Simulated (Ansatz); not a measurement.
**Bands, cutoff and cost in G0W0 for Ta2O5 (P2/m)**

Wanted: a G0W0 gap for Ta2O5 (P2/m) that is converged in bands and cutoff, or an estimate of the limit.

Method: G0W0 on LDA, plane waves, PAW; PAW set soft_1, in Ansatz 0.2.0.

## (1) The structure

The structure is monoclinic, space group P2/m (No. 10). Conventional cell: a = 3.841 Å, b = 3.863 Å, c = 6.778 Å, α = 90.00°, β = 105.57°, γ = 90.00°. Ta has 6 O at 1.90 to 2.21 Å nearest. Nearest to O lie 2 Ta at 1.93 Å. O has 3 Ta at 1.98 to 2.21 Å nearest. Nearest to O lie 2 Ta at 1.90 Å. Farther neighbours and most contacts between anions are not listed.

The cell and positions are those that the Materials Project relaxed with its own functionals (PBE, PBE+U or r2SCAN), kept fixed. Spin-orbit coupling is left out unless a step names it.

## (2) 126 empty bands, screening to 69 eV

G0W0 replaces the xc potential by the self-energy, built once from these orbitals. Only a window of levels is corrected, while the sums run over the empty bands that the input names. This step takes PAW set soft_1 files.

The input, input.yaml:

```yaml
crystal:
  lattice:
    - [3.8414080139, 0.0, 0.0]
    - [0.0, 3.86271575, 0.0]
    - [-1.8189421445, 0.0, 6.5289594201]
  atoms:
    - { symbol: Ta, position: [0.64953073, 0.0, 0.79131453] }
    - { symbol: Ta, position: [0.35046927, 0.0, 0.20868547] }
    - { symbol: O, position: [0.6621243, 0.5, 0.79832929] }
    - { symbol: O, position: [0.3378757, 0.5, 0.20167071] }
    - { symbol: O, position: [0.18976057, 0.0, 0.87062125] }
    - { symbol: O, position: [0.81023943, 0.0, 0.12937875] }
    - { symbol: O, position: [0.5, 0.0, 0.5] }
kpoints:
  mp_grid: { grid: [4, 4, 4] }
hamiltonian:
  xc: lda
  pseudopotentials: { kind: paw, azcp: { folder: soft_1 }, xc_functional: pbe }
scf:
  occupations: { method: fixed }
gw:
  n_empty_bands: 126
  ecut_chi: 69
  qp_bands: [v2, c2]
  qp_kpoints: band_edges
  screening: { model: contour_deformation }
```

Launch:

```
$ ansatz run input.yaml --threads 3 --pin off --max-ram 92160MiB --backend cuda --events-out ev --progress --plain --runs-dir out --devices 1 --max-vram 13GiB
```

Numbers of over 12 decimals in the logs are rounded to 6 here.

The program printed:

```text
GPUs: using 1 of 1 available (devices: 1).
Engine: ansatz 0.2.0, x86_64-unknown-linux-gnu
Pseudopotentials: kind: paw
Pseudopotential: Ta, paw, valence charge 13, recommended cutoff 420 eV (normal), soft_1/Ta.paw.azcp
Pseudopotential: O, paw, valence charge 6, recommended cutoff 420 eV (normal), soft_1/O.paw.azcp
Functional definition: SPW92
  exchange = slater_x
  correlation = pw_c
device memory: the entry about to start is reckoned to put 1.3 GiB on a device that reports 50.0 GiB free (of which the cap on the GPU budget leaves the run 13.0 GiB)
GPU FFT provider: cuFFT
GPU libraries: cuBLAS 13.8.2, cuFFT 12.4.0, cuSOLVER 12.3.4
Crystal: 7 atoms, lattice volume = 96.878 Å³
Basis set: ecut = 420 eV, 1913 PW (Γ)
Bands: 35, of which v1, the nominal top of the filled ones, is band 28 counted from 1 (27 counted from 0)
Symmetry: 4 space group operations
Space group: P2/m (ITA 10), of the structure as read, at distance tolerance 4.6e-5 Å
k-points: 30 of 64
Non-local potential: Ta, projectors of the file, l = 0: 3, l = 1: 2, l = 2: 2, l = 3: 1
Non-local potential: O, projectors of the file, l = 0: 2, l = 1: 2, l = 2: 1
PAW form: soft (Blöchl's): semilocal exchange-correlation on the pseudo side does not see the compensation charge
PAW frozen core: Ta, regenerated for the run's functional, and the local potential with it (the file was generated under x = pbe(κ = 0.804, μ = 0.219515), c = pbe(β = 0.066725))
PAW frozen core: O, regenerated for the run's functional, and the local potential with it (the file was generated under x = pbe(κ = 0.804, μ = 0.219515), c = pbe(β = 0.066725))
PAW one-centre angular grid: Ta, 590 points (default); XC on 64 Gauss nodes
PAW one-centre angular grid: O, 110 points (default); XC on 64 Gauss nodes
Initial density: superposition of atomic densities (chi_scale 0.1, normalization cell, long waves kept (reshape's long-wave potential 0.02 eV rms))
Initial wavefunctions: pseudopotential atomic-orbital guess
GPU buffer pool allocated for 34992 grid points (all kernels)
GPU transforms: local potential and band sums: pruned to the plane-wave sphere, on 25×25×45
Functional: x = slater, c = lda
SCF iter   1: F=—  HF=-22151.326463 eV  |F-HF|=—  |Δ(HF+E_count)|=         —  Δρ=6.31e-2  dr2=3.44e0  ethr=3.10e-3  ⟨swp⟩=4.4  Hψ=3660  notcnv=0  defer=103
preconditioner: auto → Resta (q_TF=auto, 2.490 Å⁻¹)  ε∞=5.2  [insulator: Δε(μ)=2.581 eV  Ē_g=11.635 eV  n_scr=26 (ndim 8)  ℏωp=23.9 eV  f_vac=0.085  ε∞_Penn≈5.2]
SCF iter   2: F=—  HF=-22150.691341 eV  |F-HF|=—  |Δ(HF+E_count)|=   6.35e-1  Δρ=3.36e-2  dr2=7.42e-1  ethr=3.10e-3  ⟨swp⟩=2.0  Hψ=1863  notcnv=0  defer=95
SCF iter   3: F=—  HF=-22150.534950 eV  |F-HF|=—  |Δ(HF+E_count)|=   1.56e-1  Δρ=1.50e-2  dr2=2.52e-1  ethr=1.33e-3  ⟨swp⟩=2.0  Hψ=1513  notcnv=0  defer=139
SCF iter   4: F=—  HF=-22150.470362 eV  |F-HF|=—  |Δ(HF+E_count)|=   6.46e-2  Δρ=3.91e-3  dr2=1.86e-2  ethr=4.50e-4  ⟨swp⟩=2.3  Hψ=1779  notcnv=0  defer=149
SCF iter   5: F=—  HF=-22150.471540 eV  |F-HF|=—  |Δ(HF+E_count)|=   1.18e-3  Δρ=3.34e-3  dr2=1.01e-2  ethr=3.32e-5  ⟨swp⟩=2.0  Hψ=1612  notcnv=0  defer=150
SCF iter   6: F=—  HF=-22150.470656 eV  |F-HF|=—  |Δ(HF+E_count)|=   8.85e-4  Δρ=6.23e-4  dr2=5.84e-4  ethr=1.80e-5  ⟨swp⟩=2.0  Hψ=1593  notcnv=0  defer=150
SCF iter   7: F=—  HF=-22150.471089 eV  |F-HF|=—  |Δ(HF+E_count)|=   4.34e-4  Δρ=1.27e-4  dr2=1.96e-5  ethr=1.04e-6  ⟨swp⟩=2.0  Hψ=1368  notcnv=0  defer=98
SCF iter   8: F=—  HF=-22150.471123 eV  |F-HF|=—  |Δ(HF+E_count)|=   3.39e-5  Δρ=2.71e-5  dr2=9.52e-7  ethr=3.49e-8  ⟨swp⟩=2.0  Hψ=1372  notcnv=0  defer=90
SCF iter   9: F=—  HF=-22150.471125 eV  |F-HF|=—  |Δ(HF+E_count)|=   1.39e-6  Δρ=1.58e-5  dr2=2.22e-7  ethr=1.70e-9  ⟨swp⟩=2.0  Hψ=1510  notcnv=0  defer=90
SCF iter  10: F=-22150.471125 eV  HF=-22150.471125 eV  |F-HF|=4.83e-8  |Δ(HF+E_count)|=   1.01e-8  Δρ=9.53e-6  dr2=7.10e-8  ethr=1.79e-10  ⟨swp⟩=9.3  Hψ=3113  notcnv=0
SCF 1 converged in 10 iterations: F = -22150.471125 eV  dr2 = 7.10e-8
  greatest PAW one-centre occupation: 0.999 electrons in one spin orbital (limit 2), on the Ta atom at site 1 (counted from 0), in its partial waves of l = 0
device memory: the entry about to start is reckoned to put 1.2 GiB (of the 1.4 GiB reckoned in all, the device holds 0.2 GiB already) on a device that reports 50.6 GiB free (of which the cap on the GPU budget leaves the run 12.9 GiB)
NSCF: frozen V_eff on 30 k-points, pencils in batches of 32, up to order 140
the band table was solved once the SCF had ended and its energy, with any forces and stress, was formed, with the checks that follow a solve (4400 applications of the Hamiltonian). They found nothing against the state; the energy, forces and stress were not computed again (output.eigenvalues in the input reference)
device memory: the entry about to start is reckoned to put 3.4 GiB on a device that reports 50.4 GiB free (of which the cap on the GPU budget leaves the run 13.0 GiB)
NSCF: frozen V_eff on 30 k-points
G₀W₀ screening: q 1/30
[... further progress lines ...]
device memory: the entry about to start is reckoned to put 0.4 GiB on a device that reports 51.3 GiB free (of which the cap on the GPU budget leaves the run 13.0 GiB)
NSCF: frozen V_eff on 1 k-points
device memory: the entry about to start is reckoned to put 0.4 GiB on a device that reports 51.3 GiB free (of which the cap on the GPU budget leaves the run 13.0 GiB)
NSCF: frozen V_eff on 1 k-points
SCF converged after 10 iterations
Free energy (F): -22150.471125 eV
Harris-Foulkes:  -22150.471125 eV  (|F-HF|=4.83e-8)
Internal energy: -22150.471125 eV  (E = F + TS)
E sigma→0 (E₀):  -22150.471125 eV
Fermi energy:    6.652159 eV
--- Per-component energies (eV) ---
  E_band       = -569.326119
  E_kinetic    = 1608.344616
  E_local      = -4417.518120  (includes V_loc(G=0)·N_el)
  E_nonlocal   = 264.564517
  E_hartree    = 1662.791237
  E_xc         = -982.045498
  E_vxc        = -911.715616  (∫ρ·V_xc dr)
  E_paw        = -16875.583227  (= ΣΔE_a)
  E_vpaw       = -438.587542  (= ΣTr[D̂ρ^β])
  E_aug_tail   = 0.004221  (compensation charges beyond the density's cutoff)
  E_ewald      = -3412.031471
  E_core_change = 1.002601  (= ΣΔE_core)
  E_smearing   = -0.000000  (= −TS)
  E_closure    = -0.000000  (closes the sum)
  Σ components = -22150.471125   (vs F -22150.471125, Δ=0.00e0)
--- Band table (eV; the first three rows and the last of 30) ---
  k-point 0: bands = [... 24 lower, 5.7021, 5.8064, 6.0057, 6.0226, 8.8023, 9.1974, 9.3509, 10.8728, ... 3 higher]
  k-point 1: bands = [... 24 lower, 5.6989, 5.7031, 5.9253, 5.9610, 8.7811, 9.2203, 9.3363, 10.7961, ... 3 higher]
  k-point 2: bands = [... 24 lower, 5.7063, 5.7480, 5.8399, 5.8406, 8.7618, 9.2422, 9.3241, 10.7134, ... 3 higher]
  k-point 29: bands = [... 24 lower, 4.6392, 5.9285, 6.5270, 6.6522, 9.7227, 11.5959, 12.1439, 12.7549, ... 3 higher]
--- G₀W₀: contour deformation, 6 samples at zero and on the imaginary axis and 1 off it, 64 q-points, 126 empty bands' worth ---
  eigenvalues of the whole cell's RPA ε∞ on this k-mesh (on a slab, of 1 + 4πα/V) = 4.6852, 4.9555, 7.5464; static W/v taken at q = 0 is 0.162260
  gw.qp_kpoints: band_edges: 20 of 30 stored k-points solved, in 1 pass; an edge of the gap read off the rows below is read off those points alone
    valence top: of the k-points left out ik 26 came nearest to being solved in a further pass, in band 27 (counted from 1, as in the quasiparticle table): it holds the edge there only if its correction is more favourable than any solved in that band by at least 0.567 eV; those differ by 0.173 eV
    conduction bottom: of the k-points left out ik 26 came nearest to being solved in a further pass, in band 29 (counted from 1, as in the quasiparticle table): it holds the edge there only if its correction is more favourable than any solved in that band by at least 0.921 eV; those differ by 0.125 eV
    ik  band        ε_KS         Σx   Σc(E_QP)       V_xc       Z   E_QP_lin       E_QP  E_QP is
     0    27      6.0057   -27.6874     4.9377   -22.6905  0.7472     5.9466     5.9466  root
     0    28      6.0226   -25.4832     4.6754   -20.7391  0.7310     5.9538     5.9540  root
     0    29      8.8023   -13.1634    -4.3039   -18.8456  0.7969    10.2087    10.1806  root
     0    30      9.1974   -13.3824    -4.4981   -19.3020  0.7926    10.6513    10.6189  root
     1    27      5.9253   -27.6485     4.8962   -22.6899  0.7478     5.8629     5.8630  root
     1    28      5.9610   -25.3336     4.6771   -20.5746  0.7297     5.8790     5.8792  root
     1    29      8.7811   -13.1314    -4.2963   -18.8025  0.7972    10.1838    10.1560  root
     1    30      9.2203   -13.4141    -4.5100   -19.3494  0.7923    10.6785    10.6457  root
     2    27      5.8399   -27.6592     4.8798   -22.7093  0.7484     5.7698     5.7699  root
     2    28      5.8406   -24.9695     4.6658   -20.1965  0.7269     5.7332     5.7334  root
     2    29      8.7618   -13.1044    -4.2884   -18.7645  0.7975    10.1611    10.1335  root
     2    30      9.2422   -13.4396    -4.5247   -19.3936  0.7919    10.7049    10.6716  root
     6    27      4.9647   -25.2171     5.1969   -19.8034  0.7227     4.7470     4.7481  root
     6    28      6.3273   -25.9432     4.9518   -20.8980  0.7324     6.2338     6.2340  root
     6    29     10.8839   -14.1614    -4.7658   -20.3971  0.7680    12.4018    12.3539  root
     6    30     12.0555   -15.6259    -4.8170   -21.9955  0.7397    13.6747    13.6080  root
     7    27      5.0665   -24.8959     5.0061   -19.6900  0.7233     4.8657     4.8666  root
     7    28      6.3197   -25.9514     4.9220   -20.9397  0.7322     6.2299     6.2301  root
     7    29     10.7963   -13.8676    -4.9318   -20.2754  0.7695    12.3205    12.2722  root
     7    30     12.0375   -15.5874    -4.7983   -21.9358  0.7403    13.6537    13.5876  root
     8    27      5.2891   -24.8725     4.9717   -19.7038  0.7262     5.0913     5.0921  root
     8    28      6.3059   -25.9426     4.8775   -20.9799  0.7319     6.2205     6.2207  root
     8    29     10.7051   -13.5766    -5.0855   -20.1440  0.7710    12.2354    12.1870  root
     8    30     12.0069   -15.3934    -4.7800   -21.7129  0.7422    13.6113    13.5465  root
[...]
28    27      6.5492   -26.2422     4.9739   -21.2241  0.7342     6.5051     6.5051  root
    28    28      6.6278   -26.3106     4.9720   -21.3014  0.7345     6.5905     6.5905  root
    28    29      9.8688   -13.9768    -4.6205   -20.0939  0.7808    11.4078    11.3654  root
    28    30     11.4854   -14.9085    -5.1427   -21.6599  0.7532    13.1582    13.0942  root
    29    27      6.5270   -26.1608     4.9664   -21.1444  0.7344     6.4770     6.4771  root
    29    28      6.6522   -26.3623     4.9777   -21.3516  0.7344     6.6191     6.6191  root
    29    29      9.7227   -13.5659    -4.7024   -19.7619  0.7845    11.2573    11.2164  root
    29    30     11.5959   -15.1235    -5.1611   -21.8947  0.7489    13.2716    13.2061  root
```

Run time: 22 s. Hardware: 1 × NVIDIA H100 80GB HBM3 (shared by 6 runs) with 3 threads of AMD EPYC 7R13 (Zen 3), shared host; peak memory 1.3 GiB.

Reading the cycles: dr2 is the Hartree energy of the density residual (eV), the measure of convergence; HF is the Harris–Foulkes estimate of the energy, which meets the free energy F at convergence.

Numbers from this step:

```
bands summed                                 : 154
RPA ε∞ on this mesh (eigenvalues)            : 4.685, 4.955, 7.546
plane waves in the screening matrix          : 131
q-points in the mesh                         : 64
G0W0 gap on the mesh                         : 3.514 eV
k of the valence top                         : -0.5, -0.5, -0.5
k of the conduction bottom                   : 0, 0, -0.5
starting gap on the mesh                     : 2.110 eV
Z at the valence top                         : 0.7344
Z at the conduction bottom                   : 0.7975
least direct G0W0 gap on the computed points : 4.227 eV
```

The gap on the mesh goes from 2.11 eV to 3.51 eV, a correction of +1.40 eV. Between the two edge states, bare exchange in place of the xc potential would open the gap by 10.67 eV, and correlation takes back 9.27 eV.

## (3) 356 empty bands, screening to 138 eV

Another rung: the empty bands reach about as high as the screening cutoff, so the two stay in balance.

input.yaml: that of step 2 with these lines changed.

```diff
@@ -21,4 +21,4 @@
 gw:
-  n_empty_bands: 126
-  ecut_chi: 69
+  n_empty_bands: 356
+  ecut_chi: 138
   qp_bands: [v2, c2]
```

The program printed:

```text
GPUs: using 1 of 1 available (devices: 1).
[...]
GPU FFT provider: cuFFT
GPU libraries: cuBLAS 13.8.2, cuFFT 12.4.0, cuSOLVER 12.3.4
Crystal: 7 atoms, lattice volume = 96.878 Å³
Basis set: ecut = 420 eV, 1913 PW (Γ)
Bands: 35, of which v1, the nominal top of the filled ones, is band 28 counted from 1 (27 counted from 0)
Symmetry: 4 space group operations
[...]
k-points: 30 of 64
[...]
GPU buffer pool allocated for 34992 grid points (all kernels)
[...]
SCF iter   1: F=—  HF=-22151.326463 eV  |F-HF|=—  |Δ(HF+E_count)|=         —  Δρ=6.31e-2  dr2=3.44e0  ethr=3.10e-3  ⟨swp⟩=4.4  Hψ=3660  notcnv=0  defer=103
[...]
SCF iter  10: F=-22150.471125 eV  HF=-22150.471125 eV  |F-HF|=4.83e-8  |Δ(HF+E_count)|=   1.01e-8  Δρ=9.53e-6  dr2=7.10e-8  ethr=1.79e-10  ⟨swp⟩=9.3  Hψ=3113  notcnv=0
SCF 1 converged in 10 iterations: F = -22150.471125 eV  dr2 = 7.10e-8
[...]
NSCF: frozen V_eff on 30 k-points, pencils in batches of 32, up to order 140
[...]
NSCF: frozen V_eff on 30 k-points
G₀W₀ screening: q 1/30
[... further progress lines ...]
[...]
SCF converged after 10 iterations
Free energy (F): -22150.471125 eV
[...]
Internal energy: -22150.471125 eV  (E = F + TS)
E sigma→0 (E₀):  -22150.471125 eV
Fermi energy:    6.652159 eV
[...]
--- Band table (eV; the first three rows and the last of 30) ---
  k-point 0: bands = [... 24 lower, 5.7021, 5.8064, 6.0057, 6.0226, 8.8023, 9.1974, 9.3509, 10.8728, ... 3 higher]
  k-point 1: bands = [... 24 lower, 5.6989, 5.7031, 5.9253, 5.9610, 8.7811, 9.2203, 9.3363, 10.7961, ... 3 higher]
  k-point 2: bands = [... 24 lower, 5.7063, 5.7480, 5.8399, 5.8406, 8.7618, 9.2422, 9.3241, 10.7134, ... 3 higher]
  k-point 29: bands = [... 24 lower, 4.6392, 5.9285, 6.5270, 6.6522, 9.7227, 11.5959, 12.1439, 12.7549, ... 3 higher]
[...]
0    27      6.0057   -27.6874     4.5804   -22.6905  0.7417     5.5864     5.5893  root
     0    28      6.0226   -25.4832     4.3802   -20.7391  0.7233     5.6561     5.6586  root
     0    29      8.8023   -13.1634    -4.5957   -18.8456  0.7927     9.9053     9.8887  root
     0    30      9.1974   -13.3824    -4.7962   -19.3020  0.7882    10.3400    10.3207  root
     1    27      5.9253   -27.6485     4.5387   -22.6899  0.7427     5.5025     5.5055  root
     1    28      5.9610   -25.3336     4.3871   -20.5746  0.7220     5.5864     5.5891  root
     1    29      8.7811   -13.1314    -4.5873   -18.8025  0.7930     9.8813     9.8649  root
     1    30      9.2203   -13.4141    -4.8089   -19.3494  0.7878    10.3662    10.3468  root
[...]
29    27      6.5270   -26.1608     4.6691   -21.1444  0.7261     6.1776     6.1797  root
    29    28      6.6522   -26.3623     4.6744   -21.3516  0.7260     6.3139     6.3159  root
    29    29      9.7227   -13.5659    -4.9983   -19.7619  0.7802    10.9452    10.9205  root
    29    30     11.5959   -15.1235    -5.4978   -21.8947  0.7431    12.9088    12.8694  root
```

The job ended after 57 s (1 × NVIDIA H100 80GB HBM3 (shared by 6 runs) with 3 threads; peak memory 2 GiB; 97 s of CPU time).

Numbers from this step:

```yaml
bands_summed: 384
rpa_eps_infinity_on_this_mesh_eigenvalues: 4.636, 4.908, 7.477
plane_waves_in_the_screening_matrix: 365
q_points_in_the_mesh: 64
g0w0_gap_on_the_mesh: 3.527 eV
k_of_the_valence_top: -0.5, -0.5, -0.5
k_of_the_conduction_bottom: 0, 0, -0.5
starting_gap_on_the_mesh: 2.110 eV
z_at_the_valence_top: 0.7260
z_at_the_conduction_bottom: 0.7933
least_direct_g0w0_gap_on_the_computed_points: 4.230 eV
```

Against the run with 4×4×4 mesh, 126 empty bands, screening to 69 eV, PAW set soft_1 files, the gap moves by +0.013 eV.

## (4) 767 empty bands, screening to 230 eV

input.yaml: that of step 3 with these lines changed.

```diff
@@ -21,4 +21,4 @@
 gw:
-  n_empty_bands: 356
-  ecut_chi: 138
+  n_empty_bands: 767
+  ecut_chi: 230.0
   qp_bands: [v2, c2]
```

The program printed:

```text
GPUs: using 1 of 1 available (devices: 1).
[...]
GPU FFT provider: cuFFT
GPU libraries: cuBLAS 13.8.2, cuFFT 12.4.0, cuSOLVER 12.3.4
Crystal: 7 atoms, lattice volume = 96.878 Å³
Basis set: ecut = 420 eV, 1913 PW (Γ)
Bands: 35, of which v1, the nominal top of the filled ones, is band 28 counted from 1 (27 counted from 0)
Symmetry: 4 space group operations
[...]
k-points: 30 of 64
[...]
1    30      9.2203   -13.4141    -4.9460   -19.3494  0.7864    10.2244    10.2097  root
[...]
29    27      6.5270   -26.1608     4.4647   -21.1444  0.7216     5.9697     5.9754  root
    29    28      6.6522   -26.3623     4.4662   -21.3516  0.7215     6.1023     6.1077  root
    29    29      9.7227   -13.5659    -5.1435   -19.7619  0.7789    10.7940    10.7753  root
    29    30     11.5959   -15.1235    -5.6680   -21.8947  0.7409    12.7269    12.6992  root
[key lines of the parts left out:]
SCF converged after 10 iterations
Free energy (F): -22150.471125 eV
Fermi energy:    6.652159 eV
```

Wall time 2 min (1 × NVIDIA H100 80GB HBM3 (shared by 6 runs) with 3 threads); peak memory 4.4 GiB.

This step gave:

```
bands summed                                 : 795
RPA ε∞ on this mesh (eigenvalues)            : 4.622, 4.893, 7.460
plane waves in the screening matrix          : 773
G0W0 gap on the mesh                         : 3.603 eV
k of the valence top                         : -0.5, -0.5, -0.5
k of the conduction bottom                   : 0, 0, -0.5
starting gap on the mesh                     : 2.110 eV
least direct G0W0 gap on the computed points : 4.291 eV
```

Against the run with 4×4×4 mesh, 356 empty bands, screening to 138 eV, PAW set soft_1 files, the gap moves by +0.08 eV.

(Continued in part 2 of 2.)

[Paths, hosts, dates, memory and timing lines, banners, echoed tables and standing remarks are left out of the program output.]

[Logs are printed without paths, hosts, clocks, repeated set-up lines and the standing remarks that a program may print on its own settings, such as how far it seeks lower states.]

[Runs of the session that timed out or met a known fault of the program may be left out.]

[Cells called generated may have been cut or substituted from an entry of the Crystallography Open Database or the Materials Project.]

[No measured gap is set beside runs whose start may be inverted or whose files or cutoffs have a known fault.]

[Hosts, paths, dates, database ids (printed as entryN), source tags and the programs' standing remarks are cut or masked in the printed files.]
